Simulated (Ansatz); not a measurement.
# Stretching the linear La chain, part 3 of 3

Wanted: energy, moment and open channels of the linear La chain from 12 % compression to 30 % stretch.

Ansatz 0.2.0; DFT PBE, plane waves, PAW; relaxation of a chain's period (the session's first sound run).

So far, conductance of the lead as this run defines it (G₀): step 3 (the chain at a fixed length, period over the relaxed period …) 3.35; step 5 (period over the relaxed period 0.96, k-mesh 1×1×29) 4.00; step 6 (period over the relaxed period 1, k-mesh 1×1×27) 4.00; step 7 (period over the relaxed period 1.04, k-mesh 1×1×26) 4.00; step 8 (period over the relaxed period 1.08, k-mesh 1×1×25) 4.00.

### Step 9. At a set period, period over the relaxed period 1.13, k-mesh 1×1×24 (continued)

Level of this step: DFT PBE, plane waves, PAW; channels and complex bands of a perfect chain (Ansatz).

Table of open channels of the lead by energy, zero at the Fermi level:

| energy (eV) | spin up | spin down |
| --- | --- | --- |
| -1.615 | 0 | 0 |
| -1.405 | 1 | 1 |
| -1.195 | 1 | 1 |
| -0.985 | 1 | 1 |
| -0.810 | 1 | 1 |
| -0.600 | 1 | 1 |
| -0.390 | 3 | 3 |
| -0.215 | 3 | 3 |
| -0.005 | 4 | 4 |
| 0.205 | 4 | 4 |
| 0.415 | 4 | 4 |
| 0.590 | 6 | 6 |
| 0.800 | 1 | 1 |
| 1.010 | 1 | 1 |
| 1.185 | 3 | 3 |
| 1.395 | 4 | 4 |
| 1.605 | 4 | 4 |
| 1.815 | 1 | 1 |

At the computed energy nearest the Fermi level there are 4 spin-up and 4 spin-down channels, and the thermal average gives 4.00 G₀. The change of length costs 0.205 eV a cell and leaves no moment.

For the conductance of the lead as this run defines it, step 3 gave 3.35 G₀; this run, with period over the relaxed period 1.13 and k-mesh 1×1×24, gives 4.00 G₀ (+19 %).

### Step 10. The chain at a fixed length, period over the relaxed period 1.2, k-mesh 1×1×23

The period is set to 1.2 times the relaxed one: longer bonds narrow the bands.

The cell differs from the one that the last finished run ended in (c 3.358 → 3.566 Å).

The input, input.yaml:

```yaml
crystal:
  lattice:
    - [12.0, 0.0, 0.0]
    - [0.0, 12.0, 0.0]
    - [0.0, 0.0, 3.5657017046]
  atoms:
    - { symbol: La, position: [0.5, 0.5, 0.0], spin: 1.0 }
magnetization:
  spin_polarized: true
kpoints:
  mp_grid: { grid: [1, 1, 23] }
scf:
  occupations: { method: fermi_dirac, width: 0.05 }
hamiltonian:
  xc: pbe
output:
  transmission:
    e_range: [-2, 2]
    de: 0.035
    kmesh: [1, 1]
    reduced_basis: true
    leads: [[0, 0]]
  stress: true
```

The run is started by

```
> ansatz run input.yaml --threads 8 --pin off --max-ram 16384MiB --backend cpu --events-out ev --progress --plain --runs-dir out
```

Numbers of over 12 decimals in the logs are rounded to 6 here.

What it wrote:

```text
[...]
Crystal: 1 atoms, lattice volume = 513.461 Å³
Basis set: ecut = 420 eV, 9955 PW (Γ)
Bands: 10, of which v1, the nominal top of the filled ones, is band 6 counted from 1 (5 counted from 0)
Symmetry: 16 space group operations
[...]
k-points: 12 of 23
[...]
Starting moments: Σ|m| = 1 μB on 1 of 1 site
[...]
--- Transmission ---
  basis      : 1265 plane waves across, 5 finite elements along
  points     : 1, standing for a mesh of 1 x 1
[...]
crystal 0  : La1, at the sites [0, 0], period 3.5657 Å: whole cells are its period
[...]
filled         : 0.1 meV under the level at which it is neutral
    channels       : 4.000000e0 up, 3.000000e0 down
[...]
[key lines of the parts left out:]
SCF converged after 14 iterations
Magnetization: 0.5053 μB (5.7527 up, 5.2473 down)
Free energy (F): -6247.397557 eV
Fermi energy:    -1.644644 eV
P = ⅓ Tr σ = -0.3399 GPa (-3.399 kbar)
```

Wall time 72 s (8 threads of Arm Neoverse V2, shared host); peak memory 1.6 GiB.

At the computed energy nearest the Fermi level there are 4 spin-up and 3 spin-down channels, and the thermal average gives 3.50 G₀. The change of length costs 0.380 eV a cell and leaves an absolute moment of 0.51 μB a cell.

For the conductance of the lead as this run defines it, step 3 gave 3.35 G₀; this run, with period over the relaxed period 1.2 and k-mesh 1×1×23, gives 3.50 G₀ (+4 %).

### Step 11. The chain at a fixed length, period over the relaxed period 1.3, k-mesh 1×1×21

The period is set to 1.3 times the relaxed one: longer bonds narrow the bands.

The cell differs from the one that the last finished run ended in (c 3.566 → 3.863 Å).

input.yaml, as its differences from that of step 10:

```diff
@@ -4,3 +4,3 @@
     - [0.0, 12.0, 0.0]
-    - [0.0, 0.0, 3.5657017046]
+    - [0.0, 0.0, 3.8628435134]
   atoms:
@@ -10,3 +10,3 @@
 kpoints:
-  mp_grid: { grid: [1, 1, 23] }
+  mp_grid: { grid: [1, 1, 21] }
 scf:
```

What it wrote:

```text
[...]
Crystal: 1 atoms, lattice volume = 556.249 Å³
Basis set: ecut = 420 eV, 10893 PW (Γ)
Bands: 10, of which v1, the nominal top of the filled ones, is band 6 counted from 1 (5 counted from 0)
Symmetry: 16 space group operations
[...]
k-points: 11 of 21
[...]
Starting moments: Σ|m| = 1 μB on 1 of 1 site
[...]
--- Transmission ---
  basis      : 1265 plane waves across, 5 finite elements along
  points     : 1, standing for a mesh of 1 x 1
[...]
crystal 0  : La1, at the sites [0, 0], period 3.8628 Å: whole cells are its period
[...]
filled         : 21.8 meV under the level at which it is neutral
    channels       : 4.000000e0 up, 1.000000e0 down
[...]
[key lines of the parts left out:]
SCF converged after 15 iterations
Magnetization: 1.9905 μB (6.4953 up, 4.5047 down)
Free energy (F): -6247.173622 eV
Fermi energy:    -1.732566 eV
P = ⅓ Tr σ = -0.2962 GPa (-2.962 kbar)
```

Run time: 73 s. Hardware: 8 threads; peak memory 1.5 GiB; 7 min of CPU time.

At the computed energy nearest the Fermi level there are 4 spin-up and 1 spin-down channels, and the thermal average gives 2.65 G₀. The change of length costs 0.609 eV a cell and leaves an absolute moment of 1.99 μB a cell.

Between step 3 and this run (period over the relaxed period 1.3 and k-mesh 1×1×21) the value for the conductance of the lead as this run defines it moves from 3.35 G₀ to 2.65 G₀ (-21 %).

### Step 12. Side by side

Times are for 8 threads of Arm Neoverse V2, shared host. The runs compared:

| no. | period over the relaxed period | conductance of the lead as this run defines it (G₀) | absolute moment (μB) | energy at zero smearing less the lowest (eV) | time | memory (GiB) |
| --- | --- | --- | --- | --- | --- | --- |
| 1 | 0.88 | 3.354 | 0 | 0.3127 | 73 s | 1.5 |
| 2 | 0.92 | 4.003 | 0 | 0.1211 | 69 s | 1.5 |
| 3 | 0.96 | 4.000 | 0 | 0.01974 | 57 s | 1.3 |
| 4 | 1 | 4.000 | 0 | 0 | 55 s | 1.3 |
| 5 | 1.04 | 4.000 | 0 | 0.02880 | 65 s | 1.3 |
| 6 | 1.08 | 4.000 | 0 | 0.09308 | 66 s | 1.2 |
| 7 | 1.13 | 3.998 | 0 | 0.2051 | 79 s | 1.5 |
| 8 | 1.2 | 3.504 | 0.5053 | 0.3801 | 72 s | 1.6 |
| 9 | 1.3 | 2.646 | 1.991 | 0.6086 | 73 s | 1.5 |

### Step 13. Outcome

| Item | Value |
| --- | --- |
| relaxed cell length | 2.971 Å |
| conductance at period × 0.88 | 3.35 G₀ |
| conductance at period × 1.0 | 4.00 G₀ |
| conductance at period × 1.13 | 4.00 G₀ |
| conductance at period × 1.3 | 2.65 G₀ |
| absolute moment at period × 0.88 | 0 μB |
| absolute moment at period × 1.0 | 0 μB |
| absolute moment at period × 1.3 | 1.99 μB |

In words: In these runs no moment survives at the shortest period, and one is present from a factor of 1.2 on: longer bonds narrow the bands, which favours exchange splitting. The conductance goes from 3.35 G₀ at the shortest period to 2.65 G₀ at the longest, while the magnetic state changes too. Transport is coherent and elastic here: the atoms are frozen, so scattering by vibrations plays no part. Spin-orbit coupling is left out, which matters for the bands of heavy atoms. No search over magnetic orders was made; another may lie lower. One term of the program's error estimate for a conductance, of a junction or of the perfect wire, reaches 11 % in this session. For the perfect chain only parallel moments were started; its antiparallel and spiral orders were not tested. Conductances of a perfect chain off the multiples of half a G0 come from band edges within the thermal window; the square box also splits pairs of bands that an isolated chain keeps degenerate, which moves such edges. The lead's cell of one atom keeps the chain straight and evenly spaced; a zigzag or dimerised form may lie lower.

[Logs are printed without paths, hosts, clocks, repeated set-up lines and the standing remarks that a program may print on its own settings, such as how far it seeks lower states.]

[Hosts, paths, dates, database ids (printed as entryN), source tags and the programs' standing remarks are cut or masked in the printed files.]
